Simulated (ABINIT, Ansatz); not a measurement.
**A GW run on RbIO3 (R3m) in ABINIT, with inputs changed**

What do changed inputs do to GW on RbIO3 (R3m)?

Main program and level: ABINIT 10.8.3; LDA and many-body steps on it, plane waves.

This is a report of a sequence of runs, with most program output left out.

### 1. The structure

Symmetry: R3m, No. 160, trigonal system. The conventional cell has a = 6.375 Å, b = 6.375 Å, c = 7.866 Å, α = 90.00°, β = 90.00°, γ = 120.00°. Nearest to Rb lie 12 O at 3.09 to 3.36 Å. Nearest to I lie 3 O at 1.82 Å. Nearest to O lie 2 I at 1.82 to 2.73 Å and 4 Rb at 3.09 to 3.36 Å. Farther neighbours and most contacts between anions are not listed.

The cell and positions are those that the Materials Project relaxed with its own functionals (PBE, PBE+U or r2SCAN), kept fixed. Spin-orbit coupling is left out unless a step names it.

### 2. Screening, 2×2×2 mesh, 78 bands, screening to 114.3 eV

This step: ABINIT 10.8.3; RPA screening on LDA, plane waves, norm-conserving pseudopotentials.

The RPA dielectric matrix is built and inverted for each q.

The input, run.abi:

```
acell 3*1.0 Angstrom
rprim 
  3.187728926621 1.840436153888 2.622110720600
  -3.187728926621 1.840436153888 2.622110720600
  -0.000000000000 -3.680872307776 2.622110720600
ntypat 3
znucl 37 53 8
natom 5
typat 1 2 3 3 3
xred 
  0.515642950000 0.515642950000 0.515642950000
  0.001050200000 0.001050200000 0.001050200000
  0.036532590000 0.601941670000 0.036532590000
  0.036532590000 0.036532590000 0.601941670000
  0.601941670000 0.036532590000 0.036532590000
pp_dirpath "pseudos"
pseudos "Rb.upf, I.upf, O.upf"
ecut 36
ngkpt 2 2 2
nshiftk 1
shiftk 0 0 0
kptopt 1
chksymbreak 0
istwfk *1
occopt 1
irdwfk 1
optdriver 3
nband 78
ecuteps 4.2
inclvkb 2
awtr 1
symchi 1
indata_prefix "in"
outdata_prefix "out"
tmpdata_prefix "tmp"
```

Started as:

```bash
$ OMP_NUM_THREADS=1 mpirun -n 4 abinit run.abi > log
```

Run time: 35 s. Hardware: 4 MPI ranks of AMD EPYC 7571, shared host; peak memory 0.78 GiB; 2.3 min of CPU time.

This step gave:

- ε∞ with local fields, on this mesh, along the program's q direction: 3.992
- the same without local fields: 4.696
- plasma frequency: 22.54 eV
- plane waves in the screening matrix: 251

Local fields lower ε∞ by 15 %. On a Γ-centred mesh this coarse the value itself is usually too large, while a short band sum pulls it down.

### 3. Base

The self-energy is evaluated for the states that the input lists, and the levels follow from it, in one-shot runs by the linearised quasiparticle equation.

This step: G0W0 on LDA, plane waves, norm-conserving pseudopotentials.

run.abi: that of step 2 with these lines changed.

```diff
@@ -26,8 +26,17 @@
 irdwfk 1
-optdriver 3
+optdriver 4
 nband 78
+gwcalctyp 0
+ecutsigx 36
+symsigma 1
+nkptgw 2
+kptgw 
+  0.5000000000 0.5000000000 0.5000000000
+  0.0000000000 0.0000000000 0.0000000000
+bdgw 
+  16 19
+  14 20
 ecuteps 4.2
-inclvkb 2
-awtr 1
-symchi 1
+irdscr 1
+ppmodel 1
 indata_prefix "in"
```

The job ended after 17 s (4 MPI ranks; peak memory 0.67 GiB; 66 s of CPU time).

This step gave:

```yaml
g0w0_gap_on_the_points_computed: 4.591 eV
starting_gap_on_the_mesh: 2.723 eV
k_of_the_valence_top: 0.5, 0.5, 0.5
k_of_the_conduction_bottom: 0.5, 0.5, 0.5
z_at_the_valence_top: 0.791
z_at_the_conduction_bottom: 0.816
least_direct_g0w0_gap_on_the_computed_points: 4.591 eV
```

The gap on the mesh goes from 2.72 eV to 4.59 eV, a correction of +1.87 eV.

### 4. Exchange cutoff

run.abi: that of step 3 with these lines changed.

```diff
@@ -29,3 +29,3 @@
 gwcalctyp 0
-ecutsigx 36
+ecutsigx 72
 symsigma 1
```

It took 20 s on 4 MPI ranks; peak memory 0.82 GiB.

This step gave:

```
G0W0 gap on the points computed              : 4.593 eV
starting gap on the mesh                     : 2.723 eV
k of the valence top                         : 0.5, 0.5, 0.5
k of the conduction bottom                   : 0.5, 0.5, 0.5
Z at the valence top                         : 0.791
Z at the conduction bottom                   : 0.816
least direct G0W0 gap on the computed points : 4.593 eV
```

### 5. Exchange cutoff of one hartree

run.abi: that of step 4 with these lines changed.

```diff
@@ -29,3 +29,3 @@
 gwcalctyp 0
-ecutsigx 72
+ecutsigx 1
 symsigma 1
```

It took 8.7 s on 4 MPI ranks; peak memory 0.21 GiB; 34 s of CPU time.

The run ended normally, though the input holds a fault or crude settings.

The fault put into this input: exchange cutoff of one hartree. It printed a gap of 2.46 eV, an artefact of the input.

### 6. Side by side

Times are wall times on 4 MPI ranks of AMD EPYC 7571, shared host, good to a factor of about two. A run's time includes the screening step that it read.

| run | mesh | bands | screening cutoff (eV) | DFT gap (eV) | gap on the mesh (eV) | direct (eV) | ε∞ used | time |
| --- | --- | --- | --- | --- | --- | --- | --- | --- |
| base | 2×2×2 | 78 | 114.3 | 2.723 | 4.591 | 4.591 | 3.99 | 52 s |
| exchange cutoff | 2×2×2 | 78 | 114.3 | 2.723 | 4.593 | 4.593 | 3.99 | 55 s |

### 7. Outcome

```yaml
base: 4.591 eV
exchange_cutoff: 4.593 eV
known_limits: not at the basis limit; no spin-orbit coupling; coarse k mesh
```

What this shows: Exchange cutoff: +0.002 eV against base (keys changed: ecutsigx). Bands and cutoff are finite, so the gap is not at the basis limit. The miss can reach some tenths of an eV and take either sign; the mesh is an error of its own. In the G0W0 runs levels were corrected at 2 k points alone, so a gap called «on the mesh» is the least over those, and an edge elsewhere would be missed. The 2×2×2 mesh is coarse for this cell, which bears on the long-range parts of exchange and screening. The many-body steps are scalar-relativistic: spin-orbit coupling is not in them.

[Paths, hosts, dates, memory and timing lines, banners, echoed tables and standing remarks are left out of the program output.]

[Logs are printed without paths, hosts, clocks, repeated set-up lines and the standing remarks that a program may print on its own settings, such as how far it seeks lower states.]

[Runs of the session that timed out or met a known fault of the program may be left out.]

[Hosts, paths, dates, database ids (printed as entryN), source tags and the programs' standing remarks are cut or masked in the printed files.]

[G0W0 gaps are taken among the corrected bands and points alone; a level outside them can change the order at an edge.]

[Where Ansatz stands beside ABINIT at settings called matched, ABINIT's density can come from a denser mesh and the files from another edition; pairs whose starting gaps differed by over 0.03 eV were left out, so agreement reads better than it is.]
